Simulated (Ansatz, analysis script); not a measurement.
# Energy of spin spirals in a linear Re chain, spacing 2.823 Å, part 2 of 2

Wanted: E(q) and the moments of a linear Re chain, spacing 2.823 Å along a path through the zone.

Ansatz 0.2.0; LDA, PAW set soft_1 (files made for PBE).

So far, integrated |m| (μB): step 2 (starting state) 3.55.

**6. q = (0, 0, 0.1)**

Level of this step: Ansatz DFT, spin spiral by the generalised Bloch theorem, no spin-orbit coupling; LDA, PAW set soft_1; PAW set soft_1 (Ansatz).

Contents of input.yaml:

```yaml
crystal:
  lattice:
    - [12.0, 0.0, 0.0]
    - [0.0, 12.0, 0.0]
    - [0.0, 0.0, 2.823]
  atoms:
    - { symbol: Re, position: [0.5, 0.5, 0.0], spin: 2.41, spin_axis: [1.0, 0.0, 0.0] }
kpoints:
  mp_grid: { grid: [1, 1, 40] }
hamiltonian:
  xc: lda
  pseudopotentials: { kind: paw, azcp: { folder: soft_1 }, xc_functional: pbe }
scf:
  occupations: { method: fermi_dirac, width: 0.1 }
  max_iter: 120
  convergence: { dr2_threshold: 1.0e-08 }
  lower_state_search: "off"
basis:
  ecutwfc: 420.0
magnetization:
  noncollinear: true
  spin_spiral: { q: [0.0, 0.0, 0.1] }
checkpoint:
  read: start
```

Started as:

```sh
ansatz run input.yaml --threads 2 --pin off --max-ram 4096MiB --backend cpu --events-out ev --progress --plain --runs-dir out
```

Numbers of over 12 decimals in the logs are rounded to 6 here.

What it wrote:

```text
[...]
Crystal: 1 atoms, lattice volume = 406.512 Å³
Basis set: ecut = 420 eV, 7945 PW (Γ)
Bands: 24, of which v1, the nominal top of the filled ones, is band 15 counted from 1 (14 counted from 0)
Symmetry: 8 space group operations
k-points: 21 of 40
[...]
SCF iter   6: F=-10600.951022 eV  HF=-10600.951022 eV  |F-HF|=3.95e-9  |Δ(HF+E_count)|=   1.33e-7  Δρ=1.29e-6  dr2=3.50e-10  dr2_m=2.26e-9  ethr=6.67e-11  |M|=3.30e0 ∫|m|=3.32e0 μB  |m|>n=0.0e0 m-floor=0.0e0 τ_xc=1.3e-17  ⟨swp⟩=1.2  Hψ=1346  notcnv=0
SCF 1 converged in 6 iterations: F = -10600.951022 eV  dr2 = 3.50e-10
[...]
SCF converged after 6 iterations
Magnetization: |M| = 3.2966 μB,  M = (+3.2966, -0.0000, +0.0000) μB
Absolute magnetization: 3.3164 μB (∫|m|, with the PAW one-centre terms)
  site 0: m = (+2.4240, -0.0000, +0.0000) μB, |m| = 2.4240 μB  (R = 1.16 Å)
Free energy (F): -10600.951022 eV
[...]
Internal energy: -10600.892528 eV  (E = F + TS)
E sigma→0 (E₀):  -10600.921775 eV
Entropy (-TS):   -0.058494 eV (-58.494 meV/atom)
Fermi energy:    -3.836676 eV
[...]
```

It took 19 s on 2 threads of Arm Neoverse V2, shared host; peak memory 1 GiB.

The energy of the cell lies 14.2 meV below that at q = 0, and the largest moment is 2.42 μB against 2.41 μB.

**7. q = (0, 0, 0.3)**

input.yaml: that of step 6 with these lines changed.

```diff
@@ -21,3 +21,3 @@
   noncollinear: true
-  spin_spiral: { q: [0.0, 0.0, 0.1] }
+  spin_spiral: { q: [0.0, 0.0, 0.3] }
 checkpoint:
```

What it wrote:

```text
[...]
Crystal: 1 atoms, lattice volume = 406.512 Å³
Basis set: ecut = 420 eV, 7945 PW (Γ)
Bands: 24, of which v1, the nominal top of the filled ones, is band 15 counted from 1 (14 counted from 0)
Symmetry: 8 space group operations
k-points: 21 of 40
[...]
SCF iter   7: F=-10601.103348 eV  HF=-10601.103348 eV  |F-HF|=4.96e-9  |Δ(HF+E_count)|=   1.32e-7  Δρ=1.43e-6  dr2=6.32e-10  dr2_m=2.92e-9  ethr=2.87e-11  |M|=3.41e0 ∫|m|=3.66e0 μB  |m|>n=0.0e0 m-floor=0.0e0 τ_xc=4.6e-17  ⟨swp⟩=3.4  Hψ=1120  notcnv=0
SCF 1 converged in 7 iterations: F = -10601.103348 eV  dr2 = 6.32e-10
[...]
SCF converged after 7 iterations
Magnetization: |M| = 3.4086 μB,  M = (+3.4086, -0.0000, +0.0000) μB
Absolute magnetization: 3.6585 μB (∫|m|, with the PAW one-centre terms)
  site 0: m = (+2.7558, -0.0000, +0.0000) μB, |m| = 2.7558 μB  (R = 1.16 Å)
Free energy (F): -10601.103348 eV
[...]
Internal energy: -10601.056767 eV  (E = F + TS)
E sigma→0 (E₀):  -10601.080058 eV
Entropy (-TS):   -0.046581 eV (-46.581 meV/atom)
Fermi energy:    -3.609875 eV
[...]
```

The job ended after 22 s (2 threads; peak memory 1 GiB).

The energy of the cell lies 167 meV below that at q = 0, and the largest moment is 2.76 μB against 2.41 μB.

**8. q = (0, 0, 0.5)**

input.yaml: that of step 7 with these lines changed.

```diff
@@ -21,3 +21,3 @@
   noncollinear: true
-  spin_spiral: { q: [0.0, 0.0, 0.3] }
+  spin_spiral: { q: [0.0, 0.0, 0.5] }
 checkpoint:
```

What it wrote:

```text
[...]
Crystal: 1 atoms, lattice volume = 406.512 Å³
Basis set: ecut = 420 eV, 7945 PW (Γ)
Bands: 24, of which v1, the nominal top of the filled ones, is band 15 counted from 1 (14 counted from 0)
Symmetry: 8 space group operations
k-points: 21 of 40
[...]
SCF iter   8: F=-10601.137286 eV  HF=-10601.137286 eV  |F-HF|=2.48e-9  |Δ(HF+E_count)|=   6.06e-8  Δρ=7.21e-7  dr2=3.26e-9  dr2_m=2.86e-10  ethr=6.67e-11  |M|=3.08e0 ∫|m|=3.58e0 μB  |m|>n=0.0e0 m-floor=0.0e0 τ_xc=5.9e-17  ⟨swp⟩=2.1  Hψ=1329  notcnv=0
SCF 1 converged in 8 iterations: F = -10601.137286 eV  dr2 = 3.26e-9
[...]
SCF converged after 8 iterations
Magnetization: |M| = 3.0755 μB,  M = (+3.0755, +0.0000, +0.0000) μB
Absolute magnetization: 3.5800 μB (∫|m|, with the PAW one-centre terms)
  site 0: m = (+2.7215, +0.0000, +0.0000) μB, |m| = 2.7215 μB  (R = 1.16 Å)
Free energy (F): -10601.137286 eV
[...]
Internal energy: -10601.066182 eV  (E = F + TS)
E sigma→0 (E₀):  -10601.101734 eV
Entropy (-TS):   -0.071104 eV (-71.104 meV/atom)
Fermi energy:    -3.482264 eV
[...]
```

Elapsed: 23 s, on 2 threads; peak memory 1.1 GiB.

The energy of the cell lies 200 meV below that at q = 0, and the largest moment is 2.72 μB against 2.41 μB.

The other 6 runs of this kind were made alike; their results stand in the table below.

**9. The spirals together**

```
q (reciprocal lattice)  path length (1/Å)  E(q) − E(0) (meV a magnetic atom)  |m| Re no. 1 (μB)
             (0, 0, 0)              0.000                               0.00               2.41
          (0, 0, 0.05)              0.111                              -3.21               2.41
           (0, 0, 0.1)              0.223                             -14.22               2.42
          (0, 0, 0.15)              0.334                             -32.53               2.45
           (0, 0, 0.2)              0.445                             -59.98               2.53
          (0, 0, 0.25)              0.556                            -105.30               2.69
           (0, 0, 0.3)              0.668                            -166.54               2.76
          (0, 0, 0.35)              0.779                            -208.59               2.75
           (0, 0, 0.4)              0.890                            -219.65               2.74
          (0, 0, 0.45)              1.002                            -207.53               2.73
           (0, 0, 0.5)              1.113                            -200.48               2.72
```

**10. Results**

| Item | Value |
| --- | --- |
| lowest point of the path | q = (0, 0, 0.4), -220 meV a magnetic atom from q = 0 |
| highest point | 0 meV a magnetic atom |

What this shows: The state at q = (0, 0, 0.4) lies 220 meV a magnetic atom below the ferromagnetic start, so that start is not the lowest state. The moments change by at most 15 % from their size at q = 0, a modest change. No spin model is given, since a fit of a few shells misses single points by over 4 % of their range. The 11 spiral runs took 3.8 min of wall time, added up. Energies are free energies at a smearing of 0.1 eV, and with partly filled levels differences shift, at times strongly, as the smearing goes to zero. The cell was taken as built, with atoms unrelaxed. In doubt: the program's search for lower states was switched off, so a lower magnetic state than those reached may exist.

[Logs and program files are shortened in this print: banners, set-up blocks, solver, clock and traceback lines can be left out without a mark of their own.]

[Logs are printed without paths, hosts, clocks, repeated set-up lines and the standing remarks that a program may print on its own settings, such as how far it seeks lower states.]

[Hosts, paths, dates, database ids (printed as entryN), source tags and the programs' standing remarks are cut or masked in the printed files.]
